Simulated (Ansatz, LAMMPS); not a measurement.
## Regrown after partial melting: C with 5 % Si on C sites, (111) (192 atoms): a reference run and its variants

The cell holds 192 atoms: 10 Si and 182 C. Its edges and angles: a = 10.086 Å, b = 8.735 Å, c = 12.789 Å, α = 90.0°, β = 90.0°, γ = 90.0°. It derives from C (diamond C) and Si. A 2 x 1 x 2 block of diamond C (a = 3.566 Å), 5 % of C replaced at random by Si with its (111) planes normal to z; the lower 50 % held fixed, the rest melted at 8000 K for 10 ps and cooled to 300 K at 50 K/ps with the Tersoff potential (Tersoff, Phys. Rev. B 39, 5566 (1989)); then all atoms free for 10 ps at 300 K, the cell's length along z at zero stress. Regions: crystal, 96 atoms (3 Si and 93 C); remelted part, 96 atoms (89 C and 7 Si).

Geometry: as built.

Reference run: Kohn-Sham DFT, PBE, PAW (set soft_2), plane waves (Ansatz 0.2.0), cutoff 420 eV, k-mesh 1×2×1, gaussian smearing of 0.025 eV.

| Property | Result |
| --- | --- |
| r.m.s. force component | 1.073 eV/Å |
| pressure | 24.65 GPa |
| gap (highest filled to lowest empty level) | 0.2013 eV |
| SCF cycles | 9 |
| time | 3.5 min on 4 threads of Arm Neoverse N1, shared host |

Q: Estimate how much each variant changes the results, and its time and memory.
- support functions medium
- support functions low
- support functions medium, spacing 0.411 Å (grid laid 0.364 Å)
- support functions medium, spacing 0.343 Å (grid laid 0.336 Å)
- support functions medium, spacing 0.297 Å (grid laid 0.291 Å)
- support functions medium, spacing 0.263 Å (grid laid 0.243 Å)
- support functions medium, spacing 0.206 Å (grid laid 0.187 Å)

Each row is set against the plane-wave reference (Kohn-Sham DFT, PBE, PAW (set soft_2), plane waves; r.m.s. force component 1.07 eV/Å). Energies are set beside the reference only for runs with its functional, potentials and electron count. Times are for 4 threads of Arm Neoverse N1, shared host. The reference's time includes the DOS, the stress and grids, which some other runs skip.

| run | Δ force, r.m.s. (meV/Å) | share of r.m.s. force (%) | Δ energy (meV/atom) | Δ gap (eV) | cycles | time | host memory (GiB) |
| --- | --- | --- | --- | --- | --- | --- | --- |
| reference | - | - | - | - | 9 | 3.5 min | 6.0 |
| support functions medium | 0.746 | 0.0695 | -3.69 | 0 | 12 | 4.2 min | 3.9 |
| support functions low | 0.751 | 0.07 | -3.69 | 0 | 11 | 3.8 min | 3.9 |
| support functions medium, spacing 0.411 Å (grid laid 0.364 Å) | 156 | 14.6 | 42.1 | -0.0016 | 12 | 3.3 min | 2.9 |
| support functions medium, spacing 0.343 Å (grid laid 0.336 Å) | 26.2 | 2.44 | 7.80 | -0.0027 | 12 | 3.6 min | 3.1 |
| support functions medium, spacing 0.297 Å (grid laid 0.291 Å) | 10.1 | 0.939 | -1.74 | -3.0e-4 | 12 | 3.3 min | 3.1 |
| support functions medium, spacing 0.263 Å (grid laid 0.243 Å) | 2.19 | 0.204 | -4.02 | 0 | 12 | 3.7 min | 3.5 |
| support functions medium, spacing 0.206 Å (grid laid 0.187 Å) | 0.732 | 0.0682 | -3.71 | 0 | 12 | 4.6 min | 4.4 |

Among numerical settings the force difference runs from 0.73 meV/Å (support functions medium, spacing 0.206 Å (grid laid 0.187 Å)) to 156 meV/Å (support functions medium, spacing 0.411 Å (grid laid 0.364 Å)). Differences between support functions and plane waves include what basis error the plane-wave run still has. As the typed spacing goes from 0.206 to 0.411 Å, the force difference goes from 0.73 to 156 meV/Å, while the time lies between 3.3 min and 4.6 min. 

[Hosts, paths, dates, database ids (printed as entryN), source tags and the programs' standing remarks are cut or masked in the printed files.]
